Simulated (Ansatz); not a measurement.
# Amorphous C: valence band and core levels

Wanted: XPS lines and valence band of amorphous C, from a random start taken through short hot and cool dynamics.

Method: DFT, PBE, plane-wave PAW, default files, scalar-relativistic, in Ansatz 0.2.0.

**1. The structure**

The cell holds 30 atoms: 30 C. Cell: a = 6.128 Å, b = 6.128 Å, c = 6.128 Å, α = 90.0°, β = 90.0°, γ = 90.0°. How the cell was made: glass; density 2.6 g/cm³; hottest run set to 3500 K; random start, relaxed, three short dynamics runs, relaxed.

**2. Relaxing the atoms**

Random starting positions are first pushed apart, with loose settings.

The input, input.yaml:

```yaml
crystal:
  lattice:
    - [6.1281413518, 0.0, 0.0]
    - [0.0, 6.1281413518, 0.0]
    - [0.0, 0.0, 6.1281413518]
  atoms:
    - { symbol: C, position: [0.5118216247, 0.9504636963, 0.1441596127] }
    - { symbol: C, position: [0.9486494471, 0.311831452, 0.423326449] }
    - { symbol: C, position: [0.0275591132, 0.7535131087, 0.5381433132] }
    - { symbol: C, position: [0.3297317165, 0.7884287034, 0.3031948293] }
    - { symbol: C, position: [0.4534978895, 0.1340416972, 0.4031129864] }
    - { symbol: C, position: [0.2034552407, 0.2623133404, 0.7503646726] }
    - { symbol: C, position: [0.280408758, 0.4851909744, 0.9807371998] }
    - { symbol: C, position: [0.276891204, 0.1606520088, 0.9699254132] }
    - { symbol: C, position: [0.5160685855, 0.1158656125, 0.6234897555] }
    - { symbol: C, position: [0.7766831143, 0.6130033011, 0.9172977048] }
    - { symbol: C, position: [0.0395928767, 0.5285892633, 0.4593358829] }
    - { symbol: C, position: [0.0623495791, 0.6413281691, 0.8526328385] }
    - { symbol: C, position: [0.5929410181, 0.2600974477, 0.839881521] }
    - { symbol: C, position: [0.5094958815, 0.5108888845, 0.7530302077] }
    - { symbol: C, position: [0.8612834962, 0.8765370964, 0.4719097194] }
    - { symbol: C, position: [0.2740483886, 0.0070918286, 0.6457208956] }
    - { symbol: C, position: [0.7199093835, 0.8355692165, 0.2818778274] }
    - { symbol: C, position: [0.8312748347, 0.0627179226, 0.8254878134] }
    - { symbol: C, position: [0.1645072665, 0.3751469965, 0.3167381666] }
    - { symbol: C, position: [0.6913370353, 0.1785718782, 0.3962561622] }
    - { symbol: C, position: [0.7252939381, 0.6538660111, 0.4312267488] }
    - { symbol: C, position: [0.3417947239, 0.5436692897, 0.1962968851] }
    - { symbol: C, position: [0.4209213946, 0.6649842464, 0.455928963] }
    - { symbol: C, position: [0.5865183268, 0.8396846036, 0.7264736103] }
    - { symbol: C, position: [0.3141338956, 0.3130478588, 0.5766997163] }
    - { symbol: C, position: [0.6896301554, 0.5003564307, 0.0770838085] }
    - { symbol: C, position: [0.4884492271, 0.2128309953, 0.1326962975] }
    - { symbol: C, position: [0.8412279927, 0.3900745519, 0.9746928129] }
    - { symbol: C, position: [0.9050025708, 0.0168272847, 0.3035089266] }
    - { symbol: C, position: [0.9990258823, 0.2621467962, 0.8490445219] }
kpoints:
  mp_grid: { grid: [1, 1, 1] }
scf:
  occupations: { method: fermi_dirac, width: 0.1 }
  n_extra_bands: 21
hamiltonian:
  xc: pbe
  pseudopotentials: { kind: paw }
output:
  forces: true
basis:
  ecutwfc: 320
relax:
  f_tol: 0.2
  max_steps: 25
```

On the command line:

```sh
ansatz run input.yaml --threads 3 --pin off --max-ram 8192MiB --backend cpu --events-out ev --progress --plain --runs-dir out
```

Numbers of over 12 decimals in the logs are rounded to 6 here.

What it wrote:

```text
Warning: basis.ecutwfc = 320 eV is below the records' recommended 420 eV, and the density's cutoff is lower with it unless basis.ecutrho_ratio is high enough to keep the records' density cutoff: compare with a run at a higher cutoff
scf.n_extra_bands = 21 over 60 filled bands (N_el = 120.0): the run solves 81 bands
Engine: ansatz 0.2.0, x86_64-unknown-linux-gnu
Pseudopotentials: kind: paw
Pseudopotential: C, paw, valence charge 4, recommended cutoff 420 eV (normal), C.paw.azcp
Functional definition: PBE
  parameter kappa = 0.804
  parameter beta = 0.066725
  exchange = pbe_x(kappa = kappa, mu = beta*pi^2/3)
  correlation = pbe_c(beta = beta)
Crystal: 30 atoms, lattice volume = 230.137 Å³
Basis set: ecut = 320 eV, 2945 PW (Γ), exchange–correlation on 72×72×72 points (8 copies of the dense FFT grid, shifted against one another)
Bands: 81, of which v1, the nominal top of the filled ones, is band 60 counted from 1 (59 counted from 0)
Symmetry: 1 space group operations
Space group: P1 (ITA 1), of the structure as read, at distance tolerance 6.1e-5 Å
k-points: 1
Non-local potential: C, projectors of the file, l = 0: 2, l = 1: 2, l = 2: 1
PAW form: soft (Blöchl's): semilocal exchange-correlation on the pseudo side does not see the compensation charge
PAW one-centre angular grid: C, 110 points (default); XC on 64 Gauss nodes
Initial density: superposition of atomic densities (neutral atoms: chi_scale 0, normalization atom), corrected by the library's trained network
Initial wavefunctions: pseudopotential atomic-orbital guess
Functional: x = pbe(κ = 0.804, μ = 0.219515), c = pbe(β = 0.066725)
SCF iter   1: F=—  HF=-7434.448999 eV  |F-HF|=—  |Δ(HF+E_count)|=         —  Δρ=2.83e-2  dr2=2.03e0  ethr=1.77e-3  ⟨swp⟩=5.0  Hψ=330  notcnv=0
preconditioner: auto → Resta (q_TF=auto, 2.448 Å⁻¹)  ε∞=7.3  [insulator: Δε(μ)=0.285 eV  Ē_g=10.664 eV  σ=0.100 eV  W_gap=0.61  n_scr=56 (ndim 8)  ℏωp=26.8 eV  f_vac=0.004  D(μ)=10.40/eV (n_scr^D=80)  ε∞_Penn≈7.3]
SCF iter   2: F=—  HF=-7434.177033 eV  |F-HF|=—  |Δ(HF+E_count)|=   2.72e-1  Δρ=1.37e-2  dr2=4.55e-1  ethr=1.69e-3  ⟨swp⟩=1.0  Hψ=94  notcnv=0  defer=1
SCF iter   3: F=—  HF=-7434.105162 eV  |F-HF|=—  |Δ(HF+E_count)|=   7.19e-2  Δρ=2.26e-3  dr2=1.24e-2  ethr=3.79e-4  ⟨swp⟩=3.0  Hψ=158  notcnv=0  defer=1
SCF iter   4: F=—  HF=-7434.104812 eV  |F-HF|=—  |Δ(HF+E_count)|=   3.50e-4  Δρ=6.07e-4  dr2=1.05e-3  ethr=1.03e-5  ⟨swp⟩=2.0  Hψ=141  notcnv=0  defer=1
SCF iter   5: F=—  HF=-7434.104992 eV  |F-HF|=—  |Δ(HF+E_count)|=   1.80e-4  Δρ=1.73e-4  dr2=1.02e-4  ethr=8.72e-7  ⟨swp⟩=3.0  Hψ=143  notcnv=0  defer=1
SCF iter   6: F=-7434.105042 eV  HF=-7434.105038 eV  |F-HF|=4.00e-6  |Δ(HF+E_count)|=   4.65e-5  Δρ=6.17e-5  dr2=1.32e-5  ethr=8.33e-8  ⟨swp⟩=3.0  Hψ=260  notcnv=0
SCF 1 converged in 6 iterations: F = -7434.105042 eV  dr2 = 1.32e-5
[...]
relax step   2: F+E_penalty+E_count = -7445.61913701 eV  Δ(F+E_penalty+E_count) = -1.151e1 eV  max|allowed force component| = 6.820e0 eV/Å  Δτ_max = 0.1961 Å  (6 SCF iters, dr2 threshold 1.00e-4 eV, accepted)
relax step   5: F+E_penalty+E_count = -7470.00144703 eV  Δ(F+E_penalty+E_count) = -5.335e0 eV  max|allowed force component| = 5.309e0 eV/Å  Δτ_max = 0.1952 Å  (8 SCF iters, dr2 threshold 1.00e-4 eV, accepted)
relax step  10: F+E_penalty+E_count = -7484.87234181 eV  Δ(F+E_penalty+E_count) = -1.139e0 eV  max|allowed force component| = 1.831e0 eV/Å  Δτ_max = 0.1960 Å  (7 SCF iters, dr2 threshold 1.00e-4 eV, accepted)
relax step  15: F+E_penalty+E_count = -7487.03990700 eV  Δ(F+E_penalty+E_count) = -2.311e-1 eV  max|allowed force component| = 6.995e-1 eV/Å  Δτ_max = 0.0953 Å  (6 SCF iters, dr2 threshold 1.00e-4 eV, accepted)
relax step  20: F+E_penalty+E_count = -7489.26724370 eV  Δ(F+E_penalty+E_count) = -6.479e-1 eV  max|allowed force component| = 2.259e0 eV/Å  Δτ_max = 0.1948 Å  (8 SCF iters, dr2 threshold 1.00e-4 eV, accepted)
relax step  25: F+E_penalty+E_count = -7491.73530665 eV  Δ(F+E_penalty+E_count) = -2.505e-1 eV  max|allowed force component| = 9.401e-1 eV/Å  Δτ_max = 0.1439 Å  (13 SCF iters, accepted)
Step failed. What follows is not a result of the run: it is the report of the last solve that finished, which converged after 13 SCF iterations.
Free energy (F): -7491.735307 eV
Harris-Foulkes:  -7491.735307 eV  (|F-HF|=2.49e-8)
Internal energy: -7491.530721 eV  (E = F + TS)
E sigma→0 (E₀):  -7491.633014 eV
Entropy (-TS):   -0.204586 eV (-6.820 meV/atom)
Fermi energy:    8.693191 eV
--- Per-component energies (eV) ---
  E_band       = -40.068074
  E_kinetic    = 2757.307016
  E_local      = -4145.735113  (includes V_loc(G=0)·N_el)
  E_nonlocal   = 807.925841
  E_hartree    = 1266.407772
  E_xc         = -1450.280695
  E_vxc        = -1797.565286  (∫ρ·V_xc dr)
  E_paw        = -2972.541372  (= ΣΔE_a)
  E_vpaw       = -194.818052  (= ΣTr[D̂ρ^β])
  E_aug_tail   = 0.000799  (compensation charges beyond the density's cutoff)
  E_ewald      = -3754.614970
  E_smearing   = -0.204586  (= −TS)
  E_closure    = 0.000000  (closes the sum)
  Σ components = -7491.735307   (vs F -7491.735307, Δ=0.00e0)
--- Forces (eV/Å), atoms counted from 1 ---
  atom   1  C     -0.30948922    -0.06755611     0.24007131
  atom   2  C     -0.14394323     0.18660166    -0.33698303
  atom   3  C     -0.28451435    -0.22648381    -0.04776395
  atom   4  C     -0.15122442    -0.56646746    -0.47545241
  atom   5  C     -0.38083767    -0.67068130     0.14061111
  atom   6  C     -0.07045374     0.23035391     0.00659273
  atom   7  C     -0.46199897     0.36672850    -0.94007119
  atom   8  C      0.54773049    -0.49540408     0.31730647
[...]
atom  27  C      0.03045898     0.17143885     0.43811919
  atom  28  C     -0.07483242     0.32859767     0.21896240
  atom  29  C      0.03445725    -0.06571861    -0.31971557
  atom  30  C     -0.33590199     0.25111083     0.11188719
  max |Σ_I F_I| component: 1.21e-4 eV/Å
End of that report.
Error: geometry relaxation did not converge after 25 steps: max|allowed force component| = 9.40e-1 eV/Å (threshold 2.0e-1). Raise `relax.max_steps` over both its present limit and 25, loosen `relax.f_tol`, or start from a geometry closer to equilibrium. Where this run's directory can be resumed (`checkpoint.write`), a resume goes on for up to `relax.max_steps` more
```

It took 17 s on 3 threads of Intel Xeon at 2.80GHz (Skylake/Cascade Lake), shared host; peak memory 0.33 GiB.

The run stopped before the relaxation met all its tests.

The program's message: “Error: geometry relaxation did not converge after 25 steps: max|allowed force component| = 9.40e-1 eV/Å (threshold 2.0e-1). Raise `relax.max_steps` over both its present limit and 25, loosen `relax.f_ …”

(Part 1 of 7 ends here.)

[Logs are printed without paths, hosts, clocks, repeated set-up lines and the standing remarks that a program may print on its own settings, such as how far it seeks lower states.]

[Hosts, paths, dates, database ids (printed as entryN), source tags and the programs' standing remarks are cut or masked in the printed files.]

[Maps of the electrostatic potential energy from Ansatz leave out the sawtooth potential of an applied field or a dipole correction, so their vacuum need not be flat; work functions include it.]
